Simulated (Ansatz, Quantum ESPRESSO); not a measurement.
# 1T-PtS2, 1 layer: the gap on the mesh at a withheld member of a series

**Set-up.** Quantum ESPRESSO 7.5, PBE, SG15 norm-conserving. Cell and atoms are relaxed under PBE (GBRV files) and held. Screened hybrids with norm-conserving files, screening 0.106 per bohr, fixed occupations, a 9×9×1 mesh with exchange on 3×3×1 q points. Levels count from the potential in the middle of the vacuum. The series steps the share of short-range exact exchange (0.25 is HSE06, 0 is PBE).

```
share of short-range exact exchange  gap on the mesh (eV)
                                  0                 1.825
                                0.1                 2.196
                               0.15                 2.389
                                0.2                 2.584
                               0.25                 2.781
                                0.3                 2.964
```

To predict: What is the gap on the mesh at 0.4?

**Worked estimate.** The rows at 0.25 and 0.3 give a slope of (2.964 − (2.781))/(0.3 − (0.25)) = 3.66, so a straight line gives 3.330 eV. A parabola through these and the row at 0.2 gives 3.288 eV.

**The withheld run.** 3.344 eV. The line misses by −0.014 and the parabola by −0.056 eV. The line does better here.

Caveats: Gaps are those of the mesh; no spin-orbit coupling; the q mesh was not tested; the geometry stays that of PBE.

[Logs are printed without paths, hosts, clocks, repeated set-up lines and the standing remarks that a program may print on its own settings, such as how far it seeks lower states.]
